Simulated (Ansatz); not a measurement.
## Selenium (P3_121, 3 atoms a cell): how G0W0 depends on its starting point

How much of the starting functional survives in the G0W0 gap of Selenium (P3_121, 3 atoms a cell)?

Program: Ansatz 0.2.0. Level of theory: G0W0 on several functionals, plane waves, PAW. Results are calculated unless marked as measured.

In doubt: masses and optical values from hybrid runs of this build are listed as unsure (steps 3, 4), which bears on the screening that GW takes from such a start.

### Step 1. Starting point

It takes space group P3_121 (No. 152, trigonal). The conventional cell has a = 4.366 Å, b = 4.366 Å, c = 4.954 Å, α = 90.00°, β = 90.00°, γ = 120.00°. Nearest to Se lie 2 Se at 2.37 Å.

The cell and positions come from the Crystallography Open Database and are kept as given unless a step says otherwise.

### Step 2. G0W0 on PBE

G0W0 replaces the xc potential by the self-energy, built once from these orbitals. Only a window of levels is corrected, while the sums run over the empty bands that the input names. This step takes PAW set soft_1 files.

This step: G0W0 on PBE, plane waves, PAW; PAW set soft_1.

input.yaml reads:

```yaml
crystal:
  lattice:
    - [4.3662, 0.0, 0.0]
    - [-2.1831, 3.781240118, 0.0]
    - [0.0, 0.0, 4.9536]
  atoms:
    - { symbol: Se, position: [0.2254, 0.0, 0.3333333333] }
    - { symbol: Se, position: [0.0, 0.2254, 0.6666666667] }
    - { symbol: Se, position: [0.7746, 0.7746, 0.0] }
kpoints:
  mp_grid: { grid: [6, 6, 4] }
hamiltonian:
  xc: pbe
  pseudopotentials: { kind: paw, azcp: { folder: soft_1 } }
scf:
  occupations: { method: fixed }
gw:
  n_empty_bands: 244
  ecut_chi: 120
  qp_bands: [v2, c2]
  qp_kpoints: band_edges
  screening: { model: contour_deformation }
```

The run is started by

```sh
$ ansatz run input.yaml --threads 3 --pin off --max-ram 92160MiB --backend cuda --events-out ev --progress --plain --runs-dir out --devices 1 --max-vram 13GiB
```

Numbers of over 12 decimals in the logs are rounded to 6 here.

Log:

```text
GPUs: using 1 of 1 available (devices: 1).
Engine: ansatz 0.2.0, x86_64-unknown-linux-gnu
Pseudopotentials: kind: paw
Pseudopotential: Se, paw, valence charge 16, recommended cutoff 420 eV (normal), soft_1/Se.paw.azcp
Functional definition: PBE
  parameter kappa = 0.804
  parameter beta = 0.066725
  exchange = pbe_x(kappa = kappa, mu = beta*pi^2/3)
  correlation = pbe_c(beta = beta)
device memory: the entry about to start is reckoned to put 0.9 GiB on a device that reports 42.5 GiB free (of which the cap on the GPU budget leaves the run 13.0 GiB)
GPU FFT provider: cuFFT
GPU libraries: cuBLAS 13.8.2, cuFFT 12.4.0, cuSOLVER 12.3.4
Crystal: 3 atoms, lattice volume = 81.782 Å³
Basis set: ecut = 420 eV, 1583 PW (Γ)
Bands: 29, of which v1, the nominal top of the filled ones, is band 24 counted from 1 (23 counted from 0)
Symmetry: 6 space group operations
Space group: P3121 (ITA 152), of the structure as read, at distance tolerance 4.3e-5 Å
k-points: 24 of 144 (time reversal used)
Non-local potential: Se, projectors of the file, l = 0: 2, l = 1: 2, l = 2: 3, l = 3: 1
PAW form: soft (Blöchl's): semilocal exchange-correlation on the pseudo side does not see the compensation charge
PAW one-centre angular grid: Se, 590 points (default); XC on 64 Gauss nodes
Initial density: superposition of atomic densities (chi_scale 0.1, normalization cell)
Initial wavefunctions: pseudopotential atomic-orbital guess
GPU buffer pool allocated for 32400 grid points (all kernels)
GPU transforms: local potential and band sums: pruned to the plane-wave sphere, on 30×30×36
Functional: x = pbe(κ = 0.804, μ = 0.219515), c = pbe(β = 0.066725)
SCF iter   1: F=—  HF=-16407.299670 eV  |F-HF|=—  |Δ(HF+E_count)|=         —  Δρ=2.78e-2  dr2=3.89e-1  ethr=3.10e-3  ⟨swp⟩=4.7  Hψ=2552  notcnv=0  defer=56
preconditioner: auto → Resta (q_TF=auto, 2.496 Å⁻¹)  ε∞=3.8  [insulator: Δε(μ)=1.127 eV  Ē_g=10.457 eV  n_scr=20 (ndim 8)  ℏωp=17.4 eV  f_vac=0.063  ε∞_Penn≈3.8]
SCF iter   2: F=—  HF=-16407.242376 eV  |F-HF|=—  |Δ(HF+E_count)|=   5.73e-2  Δρ=1.54e-2  dr2=1.23e-1  ethr=8.11e-4  ⟨swp⟩=2.0  Hψ=939  notcnv=0  defer=67
SCF iter   3: F=—  HF=-16407.226581 eV  |F-HF|=—  |Δ(HF+E_count)|=   1.58e-2  Δρ=1.57e-3  dr2=1.72e-3  ethr=2.56e-4  ⟨swp⟩=2.4  Hψ=878  notcnv=0  defer=69
SCF iter   4: F=—  HF=-16407.227419 eV  |F-HF|=—  |Δ(HF+E_count)|=   8.38e-4  Δρ=6.17e-4  dr2=2.29e-4  ethr=3.58e-6  ⟨swp⟩=2.0  Hψ=1297  notcnv=0  defer=71
SCF iter   5: F=—  HF=-16407.227546 eV  |F-HF|=—  |Δ(HF+E_count)|=   1.27e-4  Δρ=2.01e-4  dr2=3.77e-5  ethr=4.77e-7  ⟨swp⟩=2.0  Hψ=1297  notcnv=0  defer=71
SCF iter   6: F=—  HF=-16407.227618 eV  |F-HF|=—  |Δ(HF+E_count)|=   7.28e-5  Δρ=5.28e-5  dr2=2.41e-6  ethr=7.86e-8  ⟨swp⟩=2.0  Hψ=888  notcnv=0  defer=46
SCF iter   7: F=-16407.227624 eV  HF=-16407.227624 eV  |F-HF|=1.06e-7  |Δ(HF+E_count)|=   5.52e-6  Δρ=1.06e-5  dr2=6.76e-8  ethr=2.08e-10  ⟨swp⟩=7.1  Hψ=3165  notcnv=0
SCF 1 converged in 7 iterations: F = -16407.227624 eV  dr2 = 6.76e-8
  greatest PAW one-centre occupation: 1.000 electrons in one spin orbital (limit 2), on the Se atom at site 1 (counted from 0), in its partial waves of l = 2
device memory: the entry about to start is reckoned to put 1.0 GiB (of the 1.1 GiB reckoned in all, the device holds 0.1 GiB already) on a device that reports 47.1 GiB free (of which the cap on the GPU budget leaves the run 12.9 GiB)
NSCF: frozen V_eff on 24 k-points, pencils in batches of 32, up to order 116
the band table was solved once the SCF had ended and its energy, with any forces and stress, was formed, with the checks that follow a solve (3290 applications of the Hamiltonian). They found nothing against the state; the energy, forces and stress were not computed again (output.eigenvalues in the input reference)
device memory: the entry about to start is reckoned to put 4.8 GiB on a device that reports 43.9 GiB free (of which the cap on the GPU budget leaves the run 13.0 GiB)
NSCF: frozen V_eff on 24 k-points
G₀W₀ screening: q 1/24
[... further progress lines ...]
SCF converged after 7 iterations
Free energy (F): -16407.227624 eV
Harris-Foulkes:  -16407.227624 eV  (|F-HF|=1.06e-7)
Internal energy: -16407.227624 eV  (E = F + TS)
E sigma→0 (E₀):  -16407.227624 eV
Fermi energy:    6.527454 eV
--- Per-component energies (eV) ---
  E_band       = -1244.097099
  E_kinetic    = 329.277930
  E_local      = -8421.310229  (includes V_loc(G=0)·N_el)
  E_nonlocal   = -1060.724501
  E_hartree    = 4372.041885
  E_xc         = -253.943232
  E_vxc        = -269.212467  (∫ρ·V_xc dr)
  E_paw        = -6390.993711  (= ΣΔE_a)
  E_vpaw       = -566.212201  (= ΣTr[D̂ρ^β])
  E_aug_tail   = -0.001113  (compensation charges beyond the density's cutoff)
  E_ewald      = -4981.574654
  E_smearing   = -0.000000  (= −TS)
  E_closure    = 0.000000  (closes the sum)
  Σ components = -16407.227624   (vs F -16407.227624, Δ=0.00e0)
--- Band table (eV; the first three rows and the last of 24) ---
  k-point 0: bands = [... 20 lower, 2.7575, 4.4707, 4.4707, 6.1043, 8.4024, 8.4024, 8.6787, 12.6864, ... 1 higher]
  k-point 1: bands = [... 20 lower, 3.0174, 4.5681, 4.9450, 5.6795, 7.9720, 8.0427, 8.2135, 13.2633, ... 1 higher]
  k-point 2: bands = [... 20 lower, 3.1291, 4.9683, 4.9683, 5.3905, 7.7285, 7.7285, 7.7960, 12.7991, ... 1 higher]
  k-point 23: bands = [... 20 lower, 1.5638, 5.5293, 6.2984, 6.2984, 7.5497, 9.2295, 9.2295, 13.1808, ... 1 higher]
--- G₀W₀: contour deformation, 7 samples at zero and on the imaginary axis and 1 off it, 144 q-points, 244 empty bands' worth ---
  eigenvalues of the whole cell's RPA ε∞ on this k-mesh (on a slab, of 1 + 4πα/V) = 9.1384, 9.1384, 13.7104; static W/v taken at q = 0 is 0.091458
  bands read: the sum over 268 bands ends inside a degenerate multiplet in 1 slot, whose members it reads at an even weight; the widest, k=0: bands 268 to 269 (counted from 1) at 1/2 each
  gw.qp_kpoints: band_edges: 12 of 24 stored k-points solved, in 1 pass; an edge of the gap read off the rows below is read off those points alone
    valence top: of the k-points left out ik 18 came nearest to being solved in a further pass, in band 24 (counted from 1, as in the quasiparticle table): it holds the edge there only if its correction is more favourable than any solved in that band by at least 0.522 eV; those differ by 0.095 eV
    conduction bottom: of the k-points left out ik 4 came nearest to being solved in a further pass, in band 25 (counted from 1, as in the quasiparticle table): it holds the edge there only if its correction is more favourable than any solved in that band by at least 0.447 eV; those differ by 0.120 eV
    ik  band        ε_KS         Σx   Σc(E_QP)       V_xc       Z   E_QP_lin       E_QP  E_QP is
     0    23      4.4707   -17.1437     2.6939   -13.9114  0.6812     3.9144     3.9323  root
     0    24      6.1043   -17.6169     2.0533   -15.0073  0.7216     5.5389     5.5480  root
     0    25      8.4024   -10.7755    -4.0287   -15.0568  0.7263     8.6569     8.6551  root
     0    26      8.4024   -10.7755    -4.0287   -15.0568  0.7263     8.6569     8.6551  root
     1    23      4.9450   -17.3243     2.4720   -14.2959  0.7007     4.3748     4.3885  root
     1    24      5.6795   -17.3244     2.1469   -14.6267  0.7148     5.1181     5.1287  root
     1    25      7.9720    -9.9361    -3.7511   -13.8659  0.7451     8.1513     8.1507  root
     1    26      8.0427   -10.6982    -3.7865   -14.6945  0.7318     8.2536     8.2525  root
     2    23      4.9683   -16.8296     2.3675   -13.9286  0.6958     4.4210     4.4348  root
     2    24      5.3905   -17.5456     2.2917   -14.6975  0.7120     4.8231     4.8341  root
     2    25      7.7285    -9.6169    -3.6055   -13.3561  0.7509     7.8626     7.8622  root
     2    26      7.7285    -9.6169    -3.6055   -13.3561  0.7509     7.8626     7.8622  root
     3    23      4.8564   -17.5028     2.2227   -14.7496  0.7047     4.3135     4.3258  root
     3    24      5.9037   -17.4471     2.0440   -14.8532  0.7192     5.3443     5.3539  root
     3    25      8.3164   -10.3536    -3.8734   -14.4373  0.7349     8.5278     8.5267  root
     3    26      8.4130   -10.6555    -3.9258   -14.8075  0.7300     8.6406     8.6392  root
     5    23      5.1219   -16.9064     2.0653   -14.3316  0.7057     4.6015     4.6125  root
     5    24      5.3524   -17.2617     2.1677   -14.5544  0.7109     4.8022     4.8127  root
     5    25      7.9625   -10.4124    -3.5970   -14.1588  0.7418     8.1124     8.1119  root
     5    26      8.1226   -10.4629    -3.7323   -14.3732  0.7354     8.3014     8.3006  root
     7    23      4.7803   -17.2781     2.0778   -14.6833  0.7069     4.2519     4.2633  root
     7    24      5.6021   -17.3934     2.0720   -14.7808  0.7148     5.0513     5.0616  root
     7    25      8.4416   -10.3853    -3.8285   -14.4040  0.7343     8.6327     8.6318  root
     7    26      8.6900   -10.3803    -3.9177   -14.4972  0.7292     8.8903     8.8892  root
[...]
19    23      5.3862   -17.0351     1.9010   -14.6097  0.7166     4.8526     4.8618  root
    19    24      6.2805   -17.1835     1.2482   -15.4743  0.7342     5.8146     5.8196  root
    19    25      8.0144   -11.7740    -3.5173   -15.4810  0.7336     8.2049     8.2041  root
    19    26      9.1100   -10.7392    -4.0270   -14.9656  0.7163     9.3109     9.3094  root
    23    23      6.2984   -17.4559     1.3972   -15.5637  0.7331     5.7975     5.8034  root
    23    24      6.2984   -17.4559     1.3972   -15.5637  0.7331     5.7975     5.8034  root
    23    25      7.5497   -11.3279    -3.5105   -15.0623  0.7431     7.7745     7.7735  root
    23    26      9.2295   -10.7515    -4.1544   -15.1531  0.7114     9.4791     9.4766  root
```

Run time: 19 s. Hardware: 1 × NVIDIA H100 80GB HBM3 (shared by 6 runs) with 3 threads of AMD EPYC 7R13 (Zen 3), shared host; peak memory 1.5 GiB.

Reading the cycles: dr2 is the Hartree energy of the density residual (eV), the measure of convergence; HF is the Harris–Foulkes estimate of the energy, which meets the free energy F at convergence.

This step gave:

- bands summed: 268
- RPA ε∞ on this mesh (eigenvalues): 9.138, 9.138, 13.71
- plane waves in the screening matrix: 237
- q-points in the mesh: 144
- G0W0 gap on the mesh: 1.711 eV
- k of the valence top: 0, -0.5, -0.5
- k of the conduction bottom: 0.3333, 0.3333, -0.5
- starting gap on the mesh: 1.022 eV
- Z at the valence top: 0.7382
- Z at the conduction bottom: 0.7431
- least direct G0W0 gap on the computed points: 1.970 eV

The gap on the mesh goes from 1.02 eV to 1.71 eV, a correction of +0.69 eV. Between the two edge states, bare exchange in place of the xc potential would open the gap by 5.37 eV, and correlation takes back 4.68 eV.

### Step 3. G0W0 on HSE06

One-shot GW remembers its start. Another functional's orbitals and levels show by how much.

This step: G0W0 on HSE06, plane waves, PAW; PAW set soft_1.

Changes to input.yaml since step 2:

```diff
@@ -12,3 +12,3 @@
 hamiltonian:
-  xc: pbe
+  xc: hse06
   pseudopotentials: { kind: paw, azcp: { folder: soft_1 } }
```

Log:

```text
GPUs: using 1 of 1 available (devices: 1).
[...]
davidson cushion auto → on  (no smearing: the cushion is to keep the highest requested band from converging to the state above it; pin scf.eigensolver.cushion to override)
[...]
GPU FFT provider: cuFFT
GPU libraries: cuBLAS 13.8.2, cuFFT 12.4.0, cuSOLVER 12.3.4
Crystal: 3 atoms, lattice volume = 81.782 Å³
Basis set: ecut = 420 eV, 1583 PW (Γ)
Bands: 29, of which v1, the nominal top of the filled ones, is band 24 counted from 1 (23 counted from 0)
[... 1 set-up line as in the run before ...]
[...]
k-points: 24 of 144 (time reversal used)
[...]
GPU buffer pool allocated for 32400 grid points (all kernels)
[...]
iter 1 solved again at ethr=8.58e-4 eV; its pass at ethr=1.00e-1 eV (dr2=4.12e-1 eV) is discarded
[...]
SCF iter   5: F=-16407.229682 eV  HF=-16407.229691 eV  |F-HF|=8.97e-6  |Δ(HF+E_count)|=   3.02e-5  Δρ=1.17e-4  dr2=1.07e-5  ethr=2.53e-7  ⟨swp⟩=3.2  Hψ=1877  notcnv=0
SCF 1 stopped early in 5 iterations: F = -16407.229682 eV  dr2 = 1.07e-5
[...]
GPU FFT provider: cuFFT
GPU libraries: cuBLAS 13.8.2, cuFFT 12.4.0, cuSOLVER 12.3.4
[...]
GPU buffer pool allocated for 32400 grid points (all kernels)
[...]
Free energy (F): -16411.439940 eV
Frozen-core exchange: fock
[...]
Internal energy: -16411.439940 eV  (E = F + TS)
E sigma→0 (E₀):  -16411.439940 eV
Fermi energy:    6.067151 eV
[...]
--- Band table (eV; the first three rows and the last of 24) ---
  k-point 0: bands = [... 20 lower, 1.9903, 3.6718, 3.6718, 5.4464, 8.7805, 8.7805]
  k-point 1: bands = [... 20 lower, 2.3012, 3.8033, 4.1929, 5.0007, 8.2823, 8.3522]
  k-point 2: bands = [... 20 lower, 2.3981, 4.2482, 4.2482, 4.6791, 7.9982, 7.9982]
  k-point 23: bands = [... 20 lower, 0.6050, 4.8827, 5.7812, 5.7812, 7.8463, 9.6425]
  guard bands above this table: 3 of the run's 29 bands. The solve was not asked for them (output.publish_guard_bands: true or output.eigenvalues: true publishes all)
[...]
0    23      3.6718   -17.2587     2.4072   -14.6981  0.7298     3.5178     3.5184  root
     0    24      5.4464   -17.7381     1.9128   -15.6201  0.7591     5.2404     5.2411  root
     0    25      8.7805   -10.4305    -3.9010   -14.4633  0.7647     8.9125     8.9122  root
     0    26      8.7805   -10.4305    -3.9010   -14.4633  0.7647     8.9125     8.9122  root
     1    23      4.1929   -17.4240     2.2281   -15.0212  0.7433     4.0174     4.0182  root
     1    24      5.0007   -17.4605     1.9889   -15.2758  0.7536     4.8041     4.8049  root
     1    25      8.2823    -9.4829    -3.6713   -13.2382  0.7806     8.3665     8.3663  root
     1    26      8.3522   -10.3366    -3.6840   -14.1456  0.7697     8.4774     8.4772  root
[...]
23    23      5.7812   -17.6049     1.3265   -16.0541  0.7698     5.5562     5.5569  root
    23    24      5.7812   -17.6049     1.3265   -16.0541  0.7698     5.5562     5.5569  root
    23    25      7.8463   -10.9215    -3.5278   -14.5981  0.7782     7.9954     7.9951  root
    23    26      9.6425   -10.3635    -3.9839   -14.4688  0.7552     9.7642     9.7639  root
```

Elapsed: 75 s, on 1 × NVIDIA H100 80GB HBM3 (shared by 6 runs) with 3 threads; peak memory 1.8 GiB; 1.8 min of CPU time.

This step gave:

```yaml
bands_summed: 268
rpa_eps_infinity_on_this_mesh_eigenvalues: 6.141, 6.141, 9.307
plane_waves_in_the_screening_matrix: 237
q_points_in_the_mesh: 144
g0w0_gap_on_the_mesh: 2.152 eV
k_of_the_valence_top: 0, -0.5, -0.5
k_of_the_conduction_bottom: 0.3333, 0.3333, -0.5
starting_gap_on_the_mesh: 1.779 eV
z_at_the_valence_top: 0.7741
z_at_the_conduction_bottom: 0.7782
least_direct_g0w0_gap_on_the_computed_points: 2.438 eV
```

Against the run with 6×6×4 mesh, 244 empty bands, screening to 120 eV, PAW set soft_1 files on PBE, the gap moves by +0.44 eV, while the start moved by +0.76 eV.

### Step 4. G0W0 on PBE0

This step: G0W0 on PBE0, plane waves, PAW; PAW set soft_1.

Changes to input.yaml since step 3:

```diff
@@ -12,3 +12,3 @@
 hamiltonian:
-  xc: hse06
+  xc: pbe0
   pseudopotentials: { kind: paw, azcp: { folder: soft_1 } }
```

Log:

```text
GPUs: using 1 of 1 available (devices: 1).
[...]
GPU FFT provider: cuFFT
GPU libraries: cuBLAS 13.8.2, cuFFT 12.4.0, cuSOLVER 12.3.4
Crystal: 3 atoms, lattice volume = 81.782 Å³
Basis set: ecut = 420 eV, 1583 PW (Γ)
Bands: 29, of which v1, the nominal top of the filled ones, is band 24 counted from 1 (23 counted from 0)
[... 1 set-up line as in the run before ...]
[...]
k-points: 24 of 144 (time reversal used)
[...]
1    25      8.6244    -9.4349    -3.5732   -12.8569  0.7982     8.4735     8.4731  root
     1    26      8.7124   -10.3056    -3.5813   -13.7663  0.7887     8.5920     8.5918  root
[...]
23    23      5.4439   -17.6350     1.2461   -16.3967  0.7883     5.4517     5.4517  root
    23    24      5.4439   -17.6350     1.2461   -16.3967  0.7883     5.4517     5.4517  root
    23    25      8.1628   -10.8810    -3.4516   -14.2678  0.7963     8.0980     8.0980  root
    23    26     10.0007   -10.3355    -3.8563   -14.0934  0.7778     9.9025     9.9023  root
[key lines of the parts left out:]
Free energy (F): -16411.238771 eV
Fermi energy:    5.735721 eV
```

The job ended after 74 s (1 × NVIDIA H100 80GB HBM3 (shared by 6 runs) with 3 threads; peak memory 1.8 GiB; 95 s of CPU time).

This step gave:

* bands summed: 268
* RPA ε∞ on this mesh (eigenvalues): 5.364, 5.364, 8.013
* plane waves in the screening matrix: 237
* G0W0 gap on the mesh: 2.351 eV
* k of the valence top: 0, -0.5, -0.5
* k of the conduction bottom: 0.3333, 0.3333, -0.5
* starting gap on the mesh: 2.427 eV
* least direct G0W0 gap on the computed points: 2.646 eV

Against the run with 6×6×4 mesh, 244 empty bands, screening to 120 eV, PAW set soft_1 files on HSE06, the gap moves by +0.20 eV, while the start moved by +0.65 eV.

### Step 5. The starts together

All on the 6×6×4 mesh with 244 empty bands and screening to 120 eV. Times are wall times on 1 × NVIDIA H100 80GB HBM3 (shared by 6 runs) with 3 threads of AMD EPYC 7R13 (Zen 3), shared host, good to a factor of about two.

| start | starting gap (eV) | shift (eV) | G0W0 gap (eV) | RPA ε∞ (harmonic mean) | Z (valence, conduction) | time |
| --- | --- | --- | --- | --- | --- | --- |
| PBE | 1.02 | +0.69 | 1.71 | 10.28 | 0.74, 0.74 | 19 s |
| HSE06 | 1.78 | +0.37 | 2.15 | 6.93 | 0.77, 0.78 | 75 s |
| PBE0 | 2.43 | −0.08 | 2.35 | 6.03 | 0.79, 0.80 | 74 s |

The parts of the quasiparticle energy at the two band edges (eV; QP = start + Σx + Σc − Vxc):

| run | edge | start | Σx | Σc | Vxc | Z | QP |
| --- | --- | --- | --- | --- | --- | --- | --- |
| PBE | valence top | 6.53 | -17.31 | 1.17 | -15.67 | 0.74 | 6.06 |
| PBE | conduction bottom | 7.55 | -11.33 | -3.51 | -15.06 | 0.74 | 7.77 |
| HSE06 | valence top | 6.07 | -17.50 | 1.14 | -16.13 | 0.77 | 5.84 |
| HSE06 | conduction bottom | 7.85 | -10.92 | -3.53 | -14.60 | 0.78 | 8.00 |
| PBE0 | valence top | 5.74 | -17.55 | 1.07 | -16.48 | 0.79 | 5.75 |
| PBE0 | conduction bottom | 8.16 | -10.88 | -3.45 | -14.27 | 0.80 | 8.10 |

For a hybrid start, Vxc holds its share of exact exchange.

### Step 6. Outcome

* G0W0@PBE: 1.71 eV (start 1.02 eV)
* G0W0@HSE06: 2.15 eV (start 1.78 eV)
* G0W0@PBE0: 2.35 eV (start 2.43 eV)
* known limits: not at the basis limit; no spin-orbit coupling

The starting gaps span 1.40 eV and the G0W0 gaps 0.64 eV. Between PBE and PBE0, 0.64 eV of the 1.40 eV survives, 46 %. PBE0 screens less than PBE (ε∞ 6.03 against 10.28). Of the 0.64 eV by which its G0W0 gap is higher, the correlation part gives +0.16 eV, and exchange with the one-particle terms, which follow the orbitals, +0.48 eV. On PBE0 the correction is negative: that start lies above its own G0W0 value. The smallest correction, −0.08 eV, is on PBE0, the start nearest to reproducing itself. Bands and cutoff are finite, so the gap is not at the basis limit. The miss can reach some tenths of an eV and take either sign; the mesh is an error of its own. The program warns that the mesh is coarse for exact exchange, which bears on the hybrid start's gap. The many-body steps are scalar-relativistic: spin-orbit coupling is not in them.

[Paths, hosts, dates, memory and timing lines, banners, echoed tables and standing remarks are left out of the program output.]

[Logs are printed without paths, hosts, clocks, repeated set-up lines and the standing remarks that a program may print on its own settings, such as how far it seeks lower states.]

[Runs of the session that timed out or met a known fault of the program may be left out.]

[Cells called generated may have been cut or substituted from an entry of the Crystallography Open Database or the Materials Project.]

[Hosts, paths, dates, database ids (printed as entryN), source tags and the programs' standing remarks are cut or masked in the printed files.]
